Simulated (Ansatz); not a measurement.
# Site preference of N in place of C in CdSe(11-20)/C(110) interface (60 atoms), part 3 of 3

Aim: make N in place of C at several sites of CdSe(11-20)/C(110) interface (60 atoms), relax each, and compare their energies.

Ansatz 0.2.0; Kohn-Sham DFT, PBE, PAW (set soft_1, large core), plane waves.

So far. Step 3 (Relaxation): The relaxation converged after 33 steps, 14.4 eV below its start, with a largest force component of 0.039 eV/Å. Step 5 (N on a site of C, site C54): The relaxation converged after 29 steps, 2.42 eV below its start, with a largest force component of 0.031 eV/Å.

## (6) N on a site of C, site C34

The site has 4 bonded neighbours (C4) at 1.54 Å on average, in the C. 

Contents of input.yaml:

```yaml
crystal:
  lattice:
    - [7.01, 0.0, 0.0]
    - [0.0, 7.4478, 0.0]
    - [0.0, 0.0, 12.06332]
  atoms:
    [... atom lines 1 to 30 left out ...]
    - { symbol: C, position: [0.34754, 0.33771, 0.61922] }
    - { symbol: C, position: [0.4727, 0.50479, 0.61949] }
    - { symbol: C, position: [0.59839, 0.50341, 0.72519] }
    - { symbol: "N", position: [0.22077, 0.33868, 0.73081] }
    - { symbol: C, position: [0.36055, 0.33816, 0.82854] }
    - { symbol: C, position: [0.47267, 0.50651, 0.82822] }
    - { symbol: C, position: [0.1017, 0.16729, 0.51587] }
    [... atom lines 38 to 60 left out ...]
kpoints:
  mp_grid: { grid: [2, 2, 1] }
hamiltonian:
  xc: pbe
  pseudopotentials: { kind: paw, core: large, azcp: { folder: soft_1 } }
scf:
  occupations: { method: fermi_dirac, width: 0.025 }
output:
  forces: true
  eigenvalues: true
relax:
  f_tol: 0.05
  max_steps: 90
```

On the command line:

```sh
ansatz run input.yaml --threads 4 --pin off --max-ram 8192MiB --backend cpu --events-out ev --progress --plain --runs-dir out
```

Numbers of over 12 decimals in the logs are rounded to 6 here.

What it wrote:

```text
[...]
Crystal: 60 atoms, lattice volume = 629.815 Å³
Basis set: ecut = 420 eV, 12319 PW (Γ), exchange–correlation on 96×100×162 points (8 copies of the dense FFT grid, shifted against one another)
Bands: 235, of which v1, the nominal top of the filled ones, is band 175 counted from 1 (174 counted from 0)
Symmetry: 1 space group operations
[...]
k-points: 4
[...]
SCF iter   1: F=—  HF=-77168.132375 eV  |F-HF|=—  |Δ(HF+E_count)|=         —  Δρ=1.11e-1  dr2=1.13e2  ethr=3.10e-3  ⟨swp⟩=8.0  Hψ=4492  notcnv=0  defer=166
[...]
SCF iter   9: F=—  HF=-77140.584834 eV  |F-HF|=—  |Δ(HF+E_count)|=   7.78e-5  Δρ=1.56e-4  dr2=2.56e-4  ethr=2.39e-7  ⟨swp⟩=2.0  Hψ=1138  notcnv=0  defer=200
SCF iter  10: F=-77140.584771 eV  HF=-77140.584815 eV  |F-HF|=4.35e-5  |Δ(HF+E_count)|=   1.91e-5  Δρ=7.42e-5  dr2=5.43e-5  ethr=1.79e-8  ⟨swp⟩=19.8  Hψ=7481  notcnv=0
SCF 1 converged in 10 iterations: F = -77140.584771 eV  dr2 = 5.43e-5
[...]
relax step   1: F+E_penalty+E_count = -77140.58477112 eV  Δ(F+E_penalty+E_count) = +0.000e0 eV  max|allowed force component| = 1.477e0 eV/Å  Δτ_max = 0.0000 Å  (10 SCF iters, dr2 threshold 6.25e-5 eV, accepted)
[...]
relax step   2: F+E_penalty+E_count = -77140.67855264 eV  Δ(F+E_penalty+E_count) = -9.378e-2 eV  max|allowed force component| = 7.592e-1 eV/Å  Δτ_max = 0.0436 Å  (6 SCF iters, dr2 threshold 1.00e-4 eV, accepted)
[...]
relax step   3: F+E_penalty+E_count = -77140.71815946 eV  Δ(F+E_penalty+E_count) = -3.961e-2 eV  max|allowed force component| = 3.082e-1 eV/Å  Δτ_max = 0.0410 Å  (6 SCF iters, dr2 threshold 3.60e-5 eV, accepted)
relax step   4: F+E_penalty+E_count = -77140.73691517 eV  Δ(F+E_penalty+E_count) = -1.876e-2 eV  max|allowed force component| = 1.705e-1 eV/Å  Δτ_max = 0.0527 Å  (7 SCF iters, dr2 threshold 1.57e-5 eV, accepted)
relax step   5: F+E_penalty+E_count = -77140.75326800 eV  Δ(F+E_penalty+E_count) = -1.635e-2 eV  max|allowed force component| = 2.055e-1 eV/Å  Δτ_max = 0.0861 Å  (7 SCF iters, dr2 threshold 4.79e-6 eV, accepted)
relax step   6: F+E_penalty+E_count = -77140.77766987 eV  Δ(F+E_penalty+E_count) = -2.440e-2 eV  max|allowed force component| = 2.356e-1 eV/Å  Δτ_max = 0.1955 Å  (7 SCF iters, dr2 threshold 1.29e-5 eV, accepted)
relax step   7: F+E_penalty+E_count = -77140.81441219 eV  Δ(F+E_penalty+E_count) = -3.674e-2 eV  max|allowed force component| = 2.342e-1 eV/Å  Δτ_max = 0.1950 Å  (6 SCF iters, dr2 threshold 5.55e-5 eV, accepted)
relax step   8: F+E_penalty+E_count = -77140.87111553 eV  Δ(F+E_penalty+E_count) = -5.670e-2 eV  max|allowed force component| = 2.018e-1 eV/Å  Δτ_max = 0.1949 Å  (6 SCF iters, dr2 threshold 5.42e-5 eV, accepted)
relax step   9: F+E_penalty+E_count = -77140.92400447 eV  Δ(F+E_penalty+E_count) = -5.289e-2 eV  max|allowed force component| = 1.681e-1 eV/Å  Δτ_max = 0.1952 Å  (6 SCF iters, dr2 threshold 3.02e-5 eV, accepted)
relax step  10: F+E_penalty+E_count = -77140.96319586 eV  Δ(F+E_penalty+E_count) = -3.919e-2 eV  max|allowed force component| = 2.081e-1 eV/Å  Δτ_max = 0.1951 Å  (7 SCF iters, dr2 threshold 1.96e-5 eV, accepted)
relax step  11: F+E_penalty+E_count = -77140.99675137 eV  Δ(F+E_penalty+E_count) = -3.356e-2 eV  max|allowed force component| = 1.744e-1 eV/Å  Δτ_max = 0.2000 Å  (8 SCF iters, dr2 threshold 3.01e-5 eV, accepted)
relax step  12: F+E_penalty+E_count = -77141.03383695 eV  Δ(F+E_penalty+E_count) = -3.709e-2 eV  max|allowed force component| = 2.630e-1 eV/Å  Δτ_max = 0.1996 Å  (8 SCF iters, dr2 threshold 2.14e-5 eV, accepted)
relax step  13: F+E_penalty+E_count = -77141.05749805 eV  Δ(F+E_penalty+E_count) = -2.366e-2 eV  max|allowed force component| = 2.148e-1 eV/Å  Δτ_max = 0.1943 Å  (6 SCF iters, dr2 threshold 4.86e-5 eV, accepted)
relax step  14: F+E_penalty+E_count = -77141.08571439 eV  Δ(F+E_penalty+E_count) = -2.822e-2 eV  max|allowed force component| = 1.907e-1 eV/Å  Δτ_max = 0.0824 Å  (6 SCF iters, dr2 threshold 3.08e-5 eV, accepted)
relax step  15: F+E_penalty+E_count = -77141.10817751 eV  Δ(F+E_penalty+E_count) = -2.246e-2 eV  max|allowed force component| = 1.482e-1 eV/Å  Δτ_max = 0.1235 Å  (7 SCF iters, dr2 threshold 2.43e-5 eV, accepted)
relax step  16: F+E_penalty+E_count = -77141.12889217 eV  Δ(F+E_penalty+E_count) = -2.071e-2 eV  max|allowed force component| = 2.209e-1 eV/Å  Δτ_max = 0.1728 Å  (7 SCF iters, dr2 threshold 1.33e-5 eV, accepted)
relax step  17: F+E_penalty+E_count = -77141.14704244 eV  Δ(F+E_penalty+E_count) = -1.815e-2 eV  max|allowed force component| = 1.533e-1 eV/Å  Δτ_max = 0.0797 Å  (6 SCF iters, dr2 threshold 2.95e-5 eV, accepted)
relax step  18: F+E_penalty+E_count = -77141.15495972 eV  Δ(F+E_penalty+E_count) = -7.917e-3 eV  max|allowed force component| = 8.652e-2 eV/Å  Δτ_max = 0.0976 Å  (6 SCF iters, dr2 threshold 1.13e-5 eV, accepted)
relax step  19: F+E_penalty+E_count = -77141.16039956 eV  Δ(F+E_penalty+E_count) = -5.440e-3 eV  max|allowed force component| = 6.104e-2 eV/Å  Δτ_max = 0.0401 Å  (8 SCF iters, accepted)
relax step  20: F+E_penalty+E_count = -77141.11737809 eV  Δ(F+E_penalty+E_count) = +4.302e-2 eV  max|allowed force component| = 2.986e-1 eV/Å  Δτ_max = 0.1988 Å  (9 SCF iters, rejected (line search))
[...]
relax step  21: F+E_penalty+E_count = -77141.16432333 eV  Δ(F+E_penalty+E_count) = -3.924e-3 eV  max|allowed force component| = 4.458e-2 eV/Å  Δτ_max = 0.0798 Å  (9 SCF iters, accepted)
SCF converged after 9 iterations
Free energy (F): -77141.164323 eV
[...]
Internal energy: -77141.154556 eV  (E = F + TS)
E sigma→0 (E₀):  -77141.159439 eV
Entropy (-TS):   -0.009768 eV (-0.163 meV/atom)
Fermi energy:    9.895496 eV
[...]
Σ components = -77141.164323   (vs F -77141.164323, Δ=0.00e0)
--- Forces (eV/Å), atoms counted from 1 ---
  atom   1  Cd    -0.01126108    -0.00013263     0.00172511
  atom   2  Se     0.00136416     0.00319995    -0.00559025
  atom   3  Cd     0.00193903    -0.00193238     0.01269112
  atom   4  Se    -0.00082976     0.00590607     0.00355729
[...]
atom  60  C     -0.00333779    -0.00487702    -0.01486937
  max |Σ_I F_I| component: 7.85e-5 eV/Å
--- Band table (eV) ---
[...]
--- Relaxed structure (21 steps of the walk, 20 accepted, 0 SCFs on fresh bases) ---
  F+E_penalty+E_count = -77141.16432333 eV   max|allowed force component| = 4.458e-2 eV/Å
  atoms:
    - { symbol: Cd, position: [0.690021, 1.192177, 0.977070] }
    - { symbol: Se, position: [0.635437, 0.621947, 0.948439] }
    - { symbol: Cd, position: [0.163483, 0.541664, 0.982709] }
    - { symbol: Se, position: [0.186266, 0.972223, 0.981747] }
[...]
- { symbol: C, position: [0.463466, 0.167411, 0.838130] }
```

It took 4.8 min on 4 threads of Arm Neoverse V2, shared host; peak memory 2.8 GiB; 19 min of CPU time.

The relaxation converged after 21 steps, 0.580 eV below its start, with a largest force component of 0.045 eV/Å.

The surroundings of the N atom, after relaxation, nearest first, numbered as they follow in the input and with coordinates relative to it.

```tsv
atom	x	y	z	distance (Å)
N34	0.00	0.00	0.00	0.00
C35	0.97	0.00	1.07	1.45
C41	-0.78	-1.24	-0.11	1.47
C17	-0.86	1.21	-0.15	1.49
C31	1.04	-0.02	-1.77	2.06
C36	1.77	1.26	0.95	2.37
C20	-1.78	1.21	1.05	2.40
C44	-1.82	-1.27	0.93	2.41
C60	1.75	-1.24	1.11	2.42
C50	0.01	2.44	-0.19	2.45
```

The largest move is 1.74 Å, by Cd1.

## (7) N on a site of C, site C23

The site has 4 bonded neighbours (C4) at 1.53 Å on average, in the C. 

Input and log are left out; they have the form of those shown for this kind of step.

Elapsed: 7.4 min, on 4 threads of Arm Neoverse V2, shared host; peak memory 2.8 GiB.

The relaxation converged after 31 steps, 0.793 eV below its start, with a largest force component of 0.047 eV/Å.

A closer look about the N atom, after relaxation: 10 atoms, nearest first, numbered in the order of the input, with positions taken from that point.

```tsv
atom	x	y	z	distance (Å)
N23	0.00	0.00	0.00	0.00
C24	0.89	1.20	0.04	1.49
C16	0.86	-1.26	-0.05	1.53
C22	-0.93	0.04	-1.30	1.60
C26	-0.91	-0.02	1.36	1.63
C21	1.76	1.13	-1.19	2.41
C39	0.03	2.44	0.00	2.44
C27	0.10	-0.02	2.44	2.44
C33	-1.70	-1.28	1.24	2.47
C29	-1.68	-1.24	-1.32	2.47
```

The largest move is 0.87 Å, by Se2.

## (8) N on a site of C, site C52

The site has 4 bonded neighbours (C4) at 1.73 Å on average, in the C. 

Input and log are left out; they have the form of those shown for this kind of step.

Elapsed: 7.8 min, on 4 threads of Arm Neoverse V2, shared host; peak memory 2.8 GiB.

The relaxation converged after 32 steps, 1.05 eV below its start, with a largest force component of 0.044 eV/Å.

A closer look about the N atom, after relaxation: 11 atoms, nearest first, numbered in the order of the input, with positions taken from that point.

```tsv
atom	x	y	z	distance (Å)
N52	0.00	0.00	0.00	0.00
C51	-0.79	-1.18	-0.02	1.42
C59	-0.85	1.17	0.07	1.45
C49	0.89	0.01	-1.16	1.46
C42	1.74	1.25	-1.11	2.41
C50	-1.75	-1.23	-1.12	2.42
C48	0.01	0.01	-2.42	2.42
C36	0.01	-2.42	0.12	2.42
C58	-1.75	1.23	-1.16	2.43
C26	1.77	-1.23	-1.13	2.43
C60	-0.04	2.46	0.18	2.47
```

The largest move is 1.78 Å, by Cd7.

## (9) N on a site of C, site C56

The site has 4 bonded neighbours (C4) at 1.53 Å on average, in the C. 

Input and log are left out; they have the form of those shown for this kind of step.

Wall time 6.7 min (4 threads of Arm Neoverse V2, shared host); peak memory 2.8 GiB.

The relaxation converged after 28 steps, 1.02 eV below its start, with a largest force component of 0.033 eV/Å.

## (10) N on a site of C, site C21

The site has 4 bonded neighbours (C3Se) at 1.66 Å on average, in the C. 

Input and log are left out; they have the form of those shown for this kind of step.

The job ended after 3.1 min (4 threads of Arm Neoverse V2, shared host; peak memory 2.8 GiB).

The relaxation was stopped at its limit after 12 steps, 1.26 eV below its start, with a largest force component of 0.045 eV/Å.

The surroundings of the N atom, after relaxation, nearest first, numbered as they follow in the input and with coordinates relative to it.

```tsv
atom	x	y	z	distance (Å)
N21	0.00	0.00	0.00	0.00
C46	0.78	-1.21	-0.03	1.43
C24	-0.90	0.02	1.14	1.45
C54	0.85	1.18	-0.05	1.46
C23	-1.80	-1.20	1.05	2.40
C47	1.75	-1.21	1.13	2.41
C39	-1.75	1.26	1.14	2.44
C55	1.72	1.25	1.19	2.44
C13	0.07	-2.45	-0.04	2.45
C25	-0.03	0.00	2.45	2.45
C37	0.04	2.46	-0.16	2.47
```

The largest move is 1.26 Å, by Cd5.

## (11) The sites compared

All these cells hold the same atoms, so their energies can be compared with no chemical potential.

```tsv
site	neighbours	mean distance (Å)	atoms within 6 Å	distance to the other part (Å; 6 means 6 or more)	energy over the best site (eV)	before relaxation (eV)	gain on relaxing (eV)
C52	C4	1.73	96	2.4	0.00	0.00	1.05
C54	C3Se	1.65	97	2.0	0.46	1.83	2.42
C21 *	C3Se	1.66	98	2.1	0.90	1.11	1.26
C56	C4	1.53	108	3.1	1.71	1.67	1.02
C23	C4	1.53	106	2.8	2.16	1.90	0.79
C34	C4	1.54	106	3.6	2.17	1.70	0.58
```

* The relaxation didn't finish, so this cell's energy would fall further, and differences against it can move either way.

## (12) What came out

The cheapest site is C52 (4 neighbours, C4); the dearest, C34 (4 neighbours, C4), costs 2.2 eV more. Over 6 sites the energy rises with the distance to the other part (correlation +0.78). Sites with the same first shell differ by up to 2.17 eV, from their geometry, farther neighbours or both. At C52 (largest move 1.8 Å) and C34 (largest move 1.7 Å) other atoms changed place, so the end state is more than the plain defect. Relaxation gains 0.58 to 2.4 eV and leaves the best site the same.

**Limits.** Defects are neutral and interact with their images. Only 6 of the 48 C sites were tried; unless symmetry makes the others alike to these, a cheaper one may exist. The change leaves an odd electron count, and these runs have no spin polarisation. The stress is far from hydrostatic: its diagonal is 13.9, 8.1, -0.5 GPa, compression counted positive. The host structure and its lattice constant were typed by rule, without a check against the phase diagram. The pressure of 7.2 GPa says that the cell would expand at this level of theory.

The DFT runs together took 43 min of wall time.

[Logs are printed without paths, hosts, clocks, repeated set-up lines and the standing remarks that a program may print on its own settings, such as how far it seeks lower states.]

[Hosts, paths, dates, database ids (printed as entryN), source tags and the programs' standing remarks are cut or masked in the printed files.]
